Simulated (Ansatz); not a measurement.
# linear V chain under tension and compression, part 2 of 2

Aim: how do moment and conductance of the linear V chain follow its length?

Ansatz 0.2.0; DFT PBEsol, plane waves, PAW; relaxation of a chain's period (the session's first sound run).

So far, conductance of the lead as this run defines it (G₀): step 3 (the chain at a fixed length, period over the relaxed period …) 5.00. Also absolute moment (μB): step 2 (relaxation of atoms and period) 4.10; step 3 1.88.

## Step 4: The chain at a fixed length, period over the relaxed period 0.92, k-mesh 1×1×34

Level of this step: DFT PBEsol, plane waves, PAW; channels and complex bands of a perfect chain (Ansatz).

The period is set to 0.92 times the relaxed one: shorter bonds widen the bands.

The cell differs from the one that the last finished run ended in (c 2.265 → 2.368 Å).

input.yaml

```yaml
crystal:
  lattice:
    - [7.5, 0.0, 0.0]
    - [0.0, 7.5, 0.0]
    - [0.0, 0.0, 2.3675706705]
  atoms:
    - { symbol: V, position: [0.5, 0.5, 0.0], spin: 2.92 }
magnetization:
  spin_polarized: true
kpoints:
  mp_grid: { grid: [1, 1, 34] }
scf:
  occupations: { method: fermi_dirac, width: 0.05 }
hamiltonian:
  xc: pbesol
output:
  transmission:
    e_range: [-2, 2]
    de: 0.035
    kmesh: [1, 1]
    reduced_basis: true
    leads: [[0, 0]]
  stress: true
```

Run with:

```console
$ ansatz run input.yaml --threads 4 --pin off --max-ram 8192MiB --backend cpu --events-out ev --progress --plain --runs-dir out
```

Numbers of over 12 decimals in the logs are rounded to 6 here.

Log:

```text
[...]
Crystal: 1 atoms, lattice volume = 133.176 Å³
Basis set: ecut = 420 eV, 2583 PW (Γ)
Bands: 12, of which v1, the nominal top of the filled ones, is band 7 counted from 1 (6 counted from 0)
Symmetry: 16 space group operations
[...]
k-points: 18 of 34
[...]
Starting moments: Σ|m| = 2.92 μB on 1 of 1 site
[...]
--- Transmission ---
  basis      : 497 plane waves across, 3 finite elements along
  points     : 1, standing for a mesh of 1 x 1
[...]
crystal 0  : V1, at the sites [0, 0], period 2.3676 Å: whole cells are its period
[...]
filled         : 1.4 meV under the level at which it is neutral
    channels       : 6.000000e0 up, 4.000000e0 down
[...]
[key lines of the parts left out:]
SCF converged after 14 iterations
Magnetization: 2.7842 μB (7.8921 up, 5.1079 down)
Free energy (F): -2880.761549 eV
Fermi energy:    -1.521874 eV
P = ⅓ Tr σ = -0.8325 GPa (-8.325 kbar)
```

It took 23 s on 4 threads of Arm Neoverse V1, shared host; peak memory 0.48 GiB; 82 s of CPU time.

At the computed energy nearest the Fermi level there are 6 spin-up and 4 spin-down channels, and the thermal average gives 4.99 G₀.

## Step 5: The chain at a fixed length, period over the relaxed period 0.96, k-mesh 1×1×33

The period is set to 0.96 times the relaxed one: shorter bonds widen the bands.

The cell differs from the one that the last finished run ended in (c 2.368 → 2.471 Å).

Changes to input.yaml since step 4:

```diff
@@ -4,3 +4,3 @@
     - [0.0, 7.5, 0.0]
-    - [0.0, 0.0, 2.3675706705]
+    - [0.0, 0.0, 2.4705085258]
   atoms:
@@ -10,3 +10,3 @@
 kpoints:
-  mp_grid: { grid: [1, 1, 34] }
+  mp_grid: { grid: [1, 1, 33] }
 scf:
```

Log:

```text
[...]
Crystal: 1 atoms, lattice volume = 138.966 Å³
Basis set: ecut = 420 eV, 2713 PW (Γ)
Bands: 12, of which v1, the nominal top of the filled ones, is band 7 counted from 1 (6 counted from 0)
Symmetry: 16 space group operations
[...]
k-points: 17 of 33
[...]
Starting moments: Σ|m| = 2.92 μB on 1 of 1 site
[...]
--- Transmission ---
  basis      : 497 plane waves across, 4 finite elements along
  points     : 1, standing for a mesh of 1 x 1
[...]
crystal 0  : V1, at the sites [0, 0], period 2.4705 Å: whole cells are its period
[...]
filled         : 2.3 meV under the level at which it is neutral
    channels       : 6.000000e0 up, 1.000000e0 down
[...]
[key lines of the parts left out:]
SCF converged after 10 iterations
Magnetization: 4.0919 μB (8.5460 up, 4.4540 down)
Free energy (F): -2880.838936 eV
Fermi energy:    -1.471330 eV
P = ⅓ Tr σ = 0.3966 GPa (3.966 kbar)
```

Elapsed: 26 s, on 4 threads; peak memory 0.54 GiB; 89 s of CPU time.

At the computed energy nearest the Fermi level there are 6 spin-up and 1 spin-down channels, and the thermal average gives 3.45 G₀.

Between step 3 and this run (period over the relaxed period 0.96 and k-mesh 1×1×33) the value for the conductance of the lead as this run defines it moves from 5.00 G₀ to 3.45 G₀ (-31 %).

## Step 6: At a set period, period over the relaxed period 1, k-mesh 1×1×32

The period is set to 1.0 times the relaxed one, as the point of reference.

Changes to input.yaml since step 5:

```diff
@@ -4,3 +4,3 @@
     - [0.0, 7.5, 0.0]
-    - [0.0, 0.0, 2.4705085258]
+    - [0.0, 0.0, 2.573446381]
   atoms:
@@ -10,3 +10,3 @@
 kpoints:
-  mp_grid: { grid: [1, 1, 33] }
+  mp_grid: { grid: [1, 1, 32] }
 scf:
```

Log:

```text
[...]
Crystal: 1 atoms, lattice volume = 144.756 Å³
Basis set: ecut = 420 eV, 2849 PW (Γ)
Bands: 12, of which v1, the nominal top of the filled ones, is band 7 counted from 1 (6 counted from 0)
Symmetry: 16 space group operations
[...]
k-points: 17 of 32
[...]
Starting moments: Σ|m| = 2.92 μB on 1 of 1 site
[...]
--- Transmission ---
  basis      : 497 plane waves across, 4 finite elements along
  points     : 1, standing for a mesh of 1 x 1
[...]
crystal 0  : V1, at the sites [0, 0], period 2.5734 Å: whole cells are its period
[...]
filled         : 0.9 meV under the level at which it is neutral
    channels       : 6.000000e0 up, 1.000000e0 down
[...]
[key lines of the parts left out:]
SCF converged after 10 iterations
Magnetization: 4.0660 μB (8.5330 up, 4.4670 down)
Free energy (F): -2880.867471 eV
Fermi energy:    -1.610226 eV
P = ⅓ Tr σ = -0.1160 GPa (-1.160 kbar)
```

Wall time 24 s (4 threads); peak memory 0.53 GiB.

At the computed energy nearest the Fermi level there are 6 spin-up and 1 spin-down channels, and the thermal average gives 3.43 G₀.

For the conductance of the lead as this run defines it, step 3 gave 5.00 G₀; this run, with period over the relaxed period 1 and k-mesh 1×1×32, gives 3.43 G₀ (-31 %).

## Step 7: The chain at a fixed length, period over the relaxed period 1.04, k-mesh 1×1×30

The period is set to 1.04 times the relaxed one: longer bonds narrow the bands.

The cell differs from the one that the last finished run ended in (c 2.573 → 2.676 Å).

Changes to input.yaml since step 6:

```diff
@@ -4,3 +4,3 @@
     - [0.0, 7.5, 0.0]
-    - [0.0, 0.0, 2.573446381]
+    - [0.0, 0.0, 2.6763842363]
   atoms:
@@ -10,3 +10,3 @@
 kpoints:
-  mp_grid: { grid: [1, 1, 32] }
+  mp_grid: { grid: [1, 1, 30] }
 scf:
```

Log:

```text
[...]
Crystal: 1 atoms, lattice volume = 150.547 Å³
Basis set: ecut = 420 eV, 3009 PW (Γ)
Bands: 12, of which v1, the nominal top of the filled ones, is band 7 counted from 1 (6 counted from 0)
Symmetry: 16 space group operations
[...]
k-points: 16 of 30
[...]
Starting moments: Σ|m| = 2.92 μB on 1 of 1 site
[...]
--- Transmission ---
  basis      : 497 plane waves across, 4 finite elements along
  points     : 1, standing for a mesh of 1 x 1
[...]
crystal 0  : V1, at the sites [0, 0], period 2.6764 Å: whole cells are its period
[...]
filled         : 1.1 meV under the level at which it is neutral
    channels       : 6.000000e0 up, 1.000000e0 down
[...]
[key lines of the parts left out:]
SCF converged after 10 iterations
Magnetization: 4.0609 μB (8.5304 up, 4.4696 down)
Free energy (F): -2880.847386 eV
Fermi energy:    -1.735335 eV
P = ⅓ Tr σ = -0.4742 GPa (-4.742 kbar)
```

It took 23 s on 4 threads; peak memory 0.51 GiB.

At the computed energy nearest the Fermi level there are 6 spin-up and 1 spin-down channels, and the thermal average gives 3.39 G₀. The change of length costs 0.023 eV a cell and leaves an absolute moment of 4.06 μB a cell.

Between step 3 and this run (period over the relaxed period 1.04 and k-mesh 1×1×30) the value for the conductance of the lead as this run defines it moves from 5.00 G₀ to 3.39 G₀ (-32 %).

## Step 8: The chain at a fixed length, period over the relaxed period 1.08, k-mesh 1×1×29

The period is set to 1.08 times the relaxed one: longer bonds narrow the bands.

The cell differs from the one that the last finished run ended in (c 2.676 → 2.779 Å).

Changes to input.yaml since step 7:

```diff
@@ -4,3 +4,3 @@
     - [0.0, 7.5, 0.0]
-    - [0.0, 0.0, 2.6763842363]
+    - [0.0, 0.0, 2.7793220915]
   atoms:
@@ -10,3 +10,3 @@
 kpoints:
-  mp_grid: { grid: [1, 1, 30] }
+  mp_grid: { grid: [1, 1, 29] }
 scf:
```

Log:

```text
[...]
Crystal: 1 atoms, lattice volume = 156.337 Å³
Basis set: ecut = 420 eV, 3105 PW (Γ)
Bands: 12, of which v1, the nominal top of the filled ones, is band 7 counted from 1 (6 counted from 0)
Symmetry: 16 space group operations
[...]
k-points: 15 of 29
[...]
Starting moments: Σ|m| = 2.92 μB on 1 of 1 site
[...]
--- Transmission ---
  basis      : 497 plane waves across, 4 finite elements along
  points     : 1, standing for a mesh of 1 x 1
[...]
crystal 0  : V1, at the sites [0, 0], period 2.7793 Å: whole cells are its period
[...]
filled         : 3.9 meV over the level at which it is neutral
    channels       : 6.000000e0 up, 1.000000e0 down
[...]
[key lines of the parts left out:]
SCF converged after 10 iterations
Magnetization: 4.0754 μB (8.5377 up, 4.4623 down)
Free energy (F): -2880.796459 eV
Fermi energy:    -1.831390 eV
P = ⅓ Tr σ = -0.7285 GPa (-7.285 kbar)
```

Wall time 19 s (4 threads); peak memory 0.48 GiB; 69 s of CPU time.

At the computed energy nearest the Fermi level there are 6 spin-up and 1 spin-down channels, and the thermal average gives 3.33 G₀. The change of length costs 0.076 eV a cell and leaves an absolute moment of 4.08 μB a cell.

Between step 3 and this run (period over the relaxed period 1.08 and k-mesh 1×1×29) the value for the conductance of the lead as this run defines it moves from 5.00 G₀ to 3.33 G₀ (-33 %).

## Step 9: At a set period, period over the relaxed period 1.13, k-mesh 1×1×28

The period is set to 1.13 times the relaxed one: longer bonds narrow the bands.

The cell differs from the one that the last finished run ended in (c 2.779 → 2.908 Å).

Changes to input.yaml since step 8:

```diff
@@ -4,3 +4,3 @@
     - [0.0, 7.5, 0.0]
-    - [0.0, 0.0, 2.7793220915]
+    - [0.0, 0.0, 2.9079944106]
   atoms:
@@ -10,3 +10,3 @@
 kpoints:
-  mp_grid: { grid: [1, 1, 29] }
+  mp_grid: { grid: [1, 1, 28] }
 scf:
```

Log:

```text
[...]
Crystal: 1 atoms, lattice volume = 163.575 Å³
Basis set: ecut = 420 eV, 3225 PW (Γ)
Bands: 12, of which v1, the nominal top of the filled ones, is band 7 counted from 1 (6 counted from 0)
Symmetry: 16 space group operations
[...]
k-points: 15 of 28
[...]
Starting moments: Σ|m| = 2.92 μB on 1 of 1 site
[...]
--- Transmission ---
  basis      : 497 plane waves across, 4 finite elements along
  points     : 1, standing for a mesh of 1 x 1
[...]
crystal 0  : V1, at the sites [0, 0], period 2.9080 Å: whole cells are its period
[...]
filled         : 5.7 meV over the level at which it is neutral
    channels       : 6.000000e0 up, 1.000000e0 down
[...]
[key lines of the parts left out:]
SCF converged after 12 iterations
Magnetization: 4.0669 μB (8.5334 up, 4.4666 down)
Free energy (F): -2880.703236 eV
Fermi energy:    -1.961130 eV
P = ⅓ Tr σ = -0.9234 GPa (-9.234 kbar)
```

Run time: 14 s. Hardware: 4 threads; peak memory 0.44 GiB; 48 s of CPU time.

At the computed energy nearest the Fermi level there are 6 spin-up and 1 spin-down channels, and the thermal average gives 3.25 G₀. The change of length costs 0.171 eV a cell and leaves an absolute moment of 4.07 μB a cell.

For the conductance of the lead as this run defines it, step 3 gave 5.00 G₀; this run, with period over the relaxed period 1.13 and k-mesh 1×1×28, gives 3.25 G₀ (-35 %).

## Step 10: At a set period, period over the relaxed period 1.2, k-mesh 1×1×26

The period is set to 1.2 times the relaxed one: longer bonds narrow the bands.

The cell differs from the one that the last finished run ended in (c 2.908 → 3.088 Å).

Changes to input.yaml since step 9:

```diff
@@ -4,3 +4,3 @@
     - [0.0, 7.5, 0.0]
-    - [0.0, 0.0, 2.9079944106]
+    - [0.0, 0.0, 3.0881356572]
   atoms:
@@ -10,3 +10,3 @@
 kpoints:
-  mp_grid: { grid: [1, 1, 28] }
+  mp_grid: { grid: [1, 1, 26] }
 scf:
```

Log:

```text
[...]
Crystal: 1 atoms, lattice volume = 173.708 Å³
Basis set: ecut = 420 eV, 3395 PW (Γ)
Bands: 12, of which v1, the nominal top of the filled ones, is band 7 counted from 1 (6 counted from 0)
Symmetry: 16 space group operations
[...]
k-points: 14 of 26
[...]
Starting moments: Σ|m| = 2.92 μB on 1 of 1 site
[...]
--- Transmission ---
  basis      : 497 plane waves across, 4 finite elements along
  points     : 1, standing for a mesh of 1 x 1
[...]
crystal 0  : V1, at the sites [0, 0], period 3.0881 Å: whole cells are its period
[...]
filled         : 6.5 meV over the level at which it is neutral
    channels       : 5.000000e0 up, 1.000000e0 down
[...]
[key lines of the parts left out:]
SCF converged after 16 iterations
Magnetization: 4.0701 μB (8.5350 up, 4.4650 down)
Free energy (F): -2880.542923 eV
Fermi energy:    -2.115150 eV
P = ⅓ Tr σ = -1.0312 GPa (-10.312 kbar)
```

Run time: 17 s. Hardware: 4 threads; peak memory 0.47 GiB.

At the computed energy nearest the Fermi level there are 5 spin-up and 1 spin-down channels, and the thermal average gives 2.99 G₀. The change of length costs 0.335 eV a cell and leaves an absolute moment of 4.07 μB a cell.

For the conductance of the lead as this run defines it, step 3 gave 5.00 G₀; this run, with period over the relaxed period 1.2 and k-mesh 1×1×26, gives 2.99 G₀ (-40 %).

## Step 11: The chain at a fixed length, period over the relaxed period 1.3, k-mesh 1×1×24

The period is set to 1.3 times the relaxed one: longer bonds narrow the bands.

The cell differs from the one that the last finished run ended in (c 3.088 → 3.345 Å).

Changes to input.yaml since step 10:

```diff
@@ -4,3 +4,3 @@
     - [0.0, 7.5, 0.0]
-    - [0.0, 0.0, 3.0881356572]
+    - [0.0, 0.0, 3.3454802953]
   atoms:
@@ -10,3 +10,3 @@
 kpoints:
-  mp_grid: { grid: [1, 1, 26] }
+  mp_grid: { grid: [1, 1, 24] }
 scf:
```

Log:

```text
[...]
Crystal: 1 atoms, lattice volume = 188.183 Å³
Basis set: ecut = 420 eV, 3691 PW (Γ)
Bands: 12, of which v1, the nominal top of the filled ones, is band 7 counted from 1 (6 counted from 0)
Symmetry: 16 space group operations
[...]
k-points: 13 of 24
[...]
Starting moments: Σ|m| = 2.92 μB on 1 of 1 site
[...]
--- Transmission ---
  basis      : 497 plane waves across, 5 finite elements along
  points     : 1, standing for a mesh of 1 x 1
[...]
crystal 0  : V1, at the sites [0, 0], period 3.3455 Å: whole cells are its period
[...]
filled         : 11.4 meV over the level at which it is neutral
    channels       : 4.000000e0 up, 1.000000e0 down
[...]
[key lines of the parts left out:]
SCF converged after 14 iterations
Magnetization: 4.1025 μB (8.5512 up, 4.4488 down)
Free energy (F): -2880.303195 eV
Fermi energy:    -2.277452 eV
P = ⅓ Tr σ = -1.0273 GPa (-10.273 kbar)
```

Run time: 22 s. Hardware: 4 threads; peak memory 0.48 GiB.

Open channels of the lead against energy, zero at the Fermi level:

```tsv
energy (eV)	spin up	spin down
-2.000	1	0
-1.790	1	0
-1.615	1	0
-1.405	1	0
-1.195	1	0
-0.985	1	0
-0.810	1	0
-0.600	1	1
-0.390	4	1
-0.215	5	1
-0.005	4	1
0.205	3	1
0.415	1	1
0.590	1	1
0.800	1	1
1.010	1	1
1.185	1	1
1.395	0	1
1.605	0	1
1.815	0	1
```

At the computed energy nearest the Fermi level there are 4 spin-up and 1 spin-down channels, and the thermal average gives 2.50 G₀. The change of length costs 0.576 eV a cell and leaves an absolute moment of 4.10 μB a cell.

## Step 12: Comparing the runs

Times are for 4 threads of Arm Neoverse V1, shared host. The series side by side:

```tsv
no.	period over the relaxed period	conductance of the lead as this run defines it (G₀)	absolute moment (μB)	energy at zero smearing less the lowest (eV)	time	memory (GiB)
1	0.88	5.000	1.882	0	19 s	0.46
2	0.92	4.987	2.784	0.1259	23 s	0.48
3	0.96	3.455	4.092	0.04578	26 s	0.54
4	1	3.426	4.066	0.01850	24 s	0.53
5	1.04	3.391	4.061	0.04184	23 s	0.51
6	1.08	3.335	4.075	0.09440	19 s	0.48
7	1.13	3.252	4.067	0.1897	14 s	0.44
8	1.2	2.988	4.070	0.3537	17 s	0.47
9	1.3	2.498	4.103	0.5948	22 s	0.48
```

## Step 13: What came out

```yaml
relaxed_cell_length: 2.573 Å
conductance_at_period_x_0p88: 5.00 G₀
conductance_at_period_x_1p0: 3.43 G₀
conductance_at_period_x_1p13: 3.25 G₀
conductance_at_period_x_1p3: 2.50 G₀
absolute_moment_at_period_x_0p88: 1.88 μB
absolute_moment_at_period_x_1p0: 4.07 μB
absolute_moment_at_period_x_1p3: 4.10 μB
```

What this shows: The moment is 1.88 μB at the shortest period and 4.10 μB at the longest; it jumps by 1.31 μB between two neighbouring lengths, a change of magnetic state rather than a smooth growth. The conductance goes from 5.00 G₀ at the shortest period to 2.50 G₀ at the longest, while the magnetic state changes too. At 0.88 times the period the energy lies 19 meV a cell under that at the relaxed period, with 1.88 μB against 4.07 μB: the relaxation found a local minimum of another magnetic state. Transport is coherent and elastic here: the atoms are frozen, so scattering by vibrations plays no part. No search over magnetic orders was made; another may lie lower. For the perfect chain only parallel moments were started; its antiparallel and spiral orders were not tested. Conductances of a perfect chain off the multiples of half a G0 come from band edges within the thermal window; the square box also splits pairs of bands that an isolated chain keeps degenerate, which moves such edges. The lead's cell of one atom keeps the chain straight and evenly spaced; a zigzag or dimerised form may lie lower.

[Logs are printed without paths, hosts, clocks, repeated set-up lines and the standing remarks that a program may print on its own settings, such as how far it seeks lower states.]

[Hosts, paths, dates, database ids (printed as entryN), source tags and the programs' standing remarks are cut or masked in the printed files.]
